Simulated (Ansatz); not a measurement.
# Optical response of LuTlTeSe (model structure), part 3 of 3

Aim: the dielectric function of LuTlTeSe (model structure), and the optical constants that follow from it. The structure is a model built here, which may or may not match a known phase. It was built so: 1 of the 2 Te atoms of the cell replaced by Se in the R-3m structure of LuTlTe2.

Ansatz 0.2.0; DFT, PBE, plane-wave PAW, default files, scalar-relativistic, independent-particle optical response without local fields.

So far, electronic dielectric constant ε∞, mean over x, y and z (by symmetry where fewer were run): step 4 (spectrum) 9.95.

### Step 5. Static response with local fields

Perturbation theory gives the static response with local fields and the functional's kernel, and it needs no empty bands.

This step: DFT, PBE, plane-wave PAW, default files, scalar-relativistic, static field response by perturbation theory with local fields (Ansatz 0.2.0).

input.yaml reads:

```yaml
crystal:
  lattice:
    - [2.1257326152, 1.2272922993, 8.013997283]
    - [-2.1257326152, 1.2272922993, 8.013997283]
    - [0.0, -2.4545845936, 8.0139972838]
  atoms:
    - { symbol: Tl, position: [-0.0020573958, -0.0020573958, -0.0020573958] }
    - { symbol: Lu, position: [0.5056580835, 0.5056580835, 0.5056580835] }
    - { symbol: Te, position: [0.7637252062, 0.7637252062, 0.7637252062] }
    - { symbol: Se, position: [0.2326741061, 0.2326741061, 0.2326741061] }
kpoints:
  mp_grid: { grid: [6, 6, 6] }
scf:
  occupations: { method: fixed }
hamiltonian:
  xc: pbe
  pseudopotentials: { kind: paw }
dielectric: {}
```

The run is started by

```
$ ansatz run input.yaml --threads 4 --pin off --max-ram 8192MiB --backend cpu --events-out ev --progress --plain --runs-dir out
```

Numbers of over 12 decimals in the logs are rounded to 6 here.

The log of the run:

```text
[...]
Crystal: 4 atoms, lattice volume = 125.446 Å³
Basis set: ecut = 420 eV, 2439 PW (Γ), exchange–correlation on 120×120×120 points (8 copies of the dense FFT grid, shifted against one another)
Bands: 42, of which v1, the nominal top of the filled ones, is band 35 counted from 1 (34 counted from 0)
Symmetry: 6 space group operations
k-points: 68 of 216 (irreducible under 2 space group operations, time reversal used)
[...]
SCF iter   1: F=—  HF=-38630.213365 eV  |F-HF|=—  |Δ(HF+E_count)|=         —  Δρ=9.87e-4  dr2=3.54e-3  ethr=1.77e-3  ⟨swp⟩=5.1  Hψ=10342  notcnv=0  defer=247
[...]
SCF iter  11: F=-38630.211231 eV  HF=-38630.211231 eV  |F-HF|=1.46e-11  |Δ(HF+E_count)|=  4.51e-10  Δρ=1.54e-7  dr2=4.62e-11  ethr=1.00e-12  ⟨swp⟩=13.0  Hψ=15666  notcnv=0
SCF 1 converged in 11 iterations: F = -38630.211231 eV  dr2 = 4.62e-11
[...]
DFPT response loops at Γ: preconditioner auto → Resta (q_TF=auto, 2.476 Å⁻¹)  ε∞=8.0 (no band partly filled); β = 1.00, the filter's whole step (`scf.mixing.beta` (0.50) is not read by the response loops at its default; to damp them type it under 1.00, their step now; it binds the ground state too); Broyden in place of MSR1
── the response to a field inside a basis, on 10×10×10 k-points: an SCF that follows is theirs, and a resumed run solves both again ──
Bands: 36, of which v1, the nominal top of the filled ones, is band 35 counted from 1 (34 counted from 0)
k-points: 110 of 1000 (time reversal used)
[...]
Eigensolver: Dense (110 Hₖ)
SCF iter   1: F=—  HF=-38630.159487 eV  |F-HF|=—  |Δ(HF+E_count)|=         —  Δρ=2.04e-4  dr2=4.81e-5  ethr=1.00e-1
[...]
SCF iter   5: F=-38630.159499 eV  HF=-38630.159499 eV  |F-HF|=2.40e-8  |Δ(HF+E_count)|=   2.85e-7  Δρ=5.72e-6  dr2=5.44e-8  ethr=6.34e-10
SCF 1 converged in 5 iterations: F = -38630.159499 eV  dr2 = 5.44e-8
[...]
SCF converged after 11 iterations
Free energy (F): -38630.211231 eV
[...]
Internal energy: -38630.211231 eV  (E = F + TS)
E sigma→0 (E₀):  -38630.211231 eV
Fermi energy:    9.326702 eV
[...]
--- Band table (eV; the first three rows and the last of 68) ---
  k-point 0: bands = [... 31 lower, 6.7816, 7.3726, 8.6809, 8.6809, 11.3883, 11.3883, 11.4334, 12.2654, ... 3 higher]
  k-point 1: bands = [... 31 lower, 6.7951, 7.8451, 8.0810, 8.3280, 11.0644, 11.5425, 11.8613, 12.3062, ... 3 higher]
  k-point 2: bands = [... 31 lower, 6.7633, 7.0057, 7.8938, 7.9593, 10.6685, 11.3315, 11.8427, 12.3279, ... 3 higher]
  k-point 67: bands = [... 31 lower, 6.7582, 8.7464, 8.7464, 9.3267, 11.0111, 11.3630, 11.3630, 11.8650, ... 3 higher]
--- Dielectric response (ions clamped): 3 representative field directions + reference, inside a basis on a mesh of 1000 k-points (Σ response iterations 24) ---
  ε∞ (high-frequency dielectric tensor):
        8.979938     0.000000     0.000000
        0.000000     8.979938     0.000000
        0.000000     0.000000     9.493838
  Born effective charges Z* (e; rows j = field, columns β = displacement):
    site 0:
         1.67277    0.00000    0.00000
        -0.00000    1.67277    0.00000
        -0.00000    0.00000    3.28230
    site 1:
         4.40437    0.00000    0.00000
         0.00000    4.40437   -0.00000
         0.00000   -0.00000    2.58670
    site 2:
        -2.88104   -0.00000   -0.00000
        -0.00000   -2.88104    0.00000
        -0.00000    0.00000   -2.82965
    site 3:
        -3.19610   -0.00000   -0.00000
        -0.00000   -3.19610    0.00000
        -0.00000    0.00000   -3.03935
  Z* charge neutrality: 5.909e-3 e pre-enforcement
  solved inside a basis spanned on kpoints, on 10×10×10 k-points, its susceptibility summed on 12×12×12: ε∞ is read to err by 5.8e-2, Z* by 4.3e-2 e (field_mesh: kpoints solves on kpoints); Z* is corrected for what the basis lacks
```

It took 3.1 min on 4 threads of Arm Neoverse V1, shared host; peak memory 1.9 GiB.

This step gave:

| Item | Value |
| --- | --- |
| electronic dielectric constant ε∞, mean over x, y and z (by symmetry where fewer were run) | 9.151 |

ε∞ with local fields:

```
8.98 0.00 0.00
0.00 8.98 0.00
0.00 0.00 9.49
```

Diagonal elements. Born, by row:

| atom | Z*xx (e) | Z*yy (e) | Z*zz (e) |
| --- | --- | --- | --- |
| Tl1 | 1.673 | 1.673 | 3.282 |
| Lu2 | 4.404 | 4.404 | 2.587 |
| Te3 | -2.881 | -2.881 | -2.83 |
| Se4 | -3.196 | -3.196 | -3.039 |

Mean Born charges are Tl +2.21, Lu +3.80, Te -2.86 and Se -3.14, against formal valences of +1, +3, -2 and -2. They are far from isotropic: Lu has +4.40, +4.40 and +2.59 along x, y and z.

### Step 6. Summary of results

```
gap on the path                                                                                                                                     : 0.931 eV
least direct gap on the path                                                                                                                        : 1.68 eV
electronic dielectric constant ε∞, mean over x, y and z (by symmetry where fewer were run) (independent particles)                                  : 9.95
absorption onset, first axis (α over 10⁴ cm⁻¹, or the direct gap if that lies higher)                                                               : 2.25 eV
main peak of Im epsilon, first axis                                                                                                                 : 2.75 eV
centre of weight of the strongest loss peak in the window, first axis                                                                               : 16.0 eV
photocurrent from vertical transitions in a film 500 nm thick on a perfect mirror (two passes), AM1.5G, no front reflection, all carriers collected : 10.8 mA/cm²
electronic dielectric constant ε∞, mean over x, y and z (by symmetry where fewer were run) (static response with local fields)                      : 9.15
```

In words: At this level (PBE, independent particles) LuTlTeSe has a mean ε∞ = 9.95 (9.15 with local fields) and n = 3.19 at 1550 nm (E ∥ x); absorption sets in near 2.3 eV, and Im ε peaks at 2.8 eV (E ∥ x). The cell grew by 0.9 % in volume. The gap is indirect (0.93 eV), so absorption without phonons can begin only at the direct gap of 1.68 eV. The absorption coefficient passes 10⁴ cm⁻¹ only at 2.25 eV, 0.57 eV above the least direct gap: the lowest transitions are weak or forbidden for this polarisation, or few states take part. The strongest loss structure up to 22 eV has its centre of weight at 16.0 eV; a free-electron gas of the 43.5 electrons in the f-sum would put its plasmon at 21.9 eV. Distinct maxima of Im ε, read by a parabola through the highest points, lie at 2.75 eV (21), 3.83 eV (17) and 7.43 eV (5.6) for E ∥ x or y. The f-sum over the summed bands holds 43.5 of the cell's 70 electrons outside the frozen cores, 30 of which lie in bands more than 12 eV below the Fermi level, whose transitions come at higher energies. Up to 22 eV the strength has a mean oscillator energy of 5.2 eV, well above the main peak, so higher transitions carry much of it. A film 1 µm thick would pass 16 % of daylight and look orange in transmission (x = 0.570, y = 0.428). A larger true gap would move the edge to shorter wavelengths and change the colour. In the base spectrum excitons and phonon-assisted transitions are missing, and so are local fields; PBE gaps are as a rule too small, which pulls the onset down and ε∞ up, while the missing spin-orbit coupling works the other way with such heavy atoms. In the base run ε includes the program's bounded estimate of what the bands above those summed add. Spin-orbit coupling is left out although heavy atoms are present.

[Logs are printed without paths, hosts, clocks, repeated set-up lines and the standing remarks that a program may print on its own settings, such as how far it seeks lower states.]

[Hosts, paths, dates, database ids (printed as entryN), source tags and the programs' standing remarks are cut or masked in the printed files.]
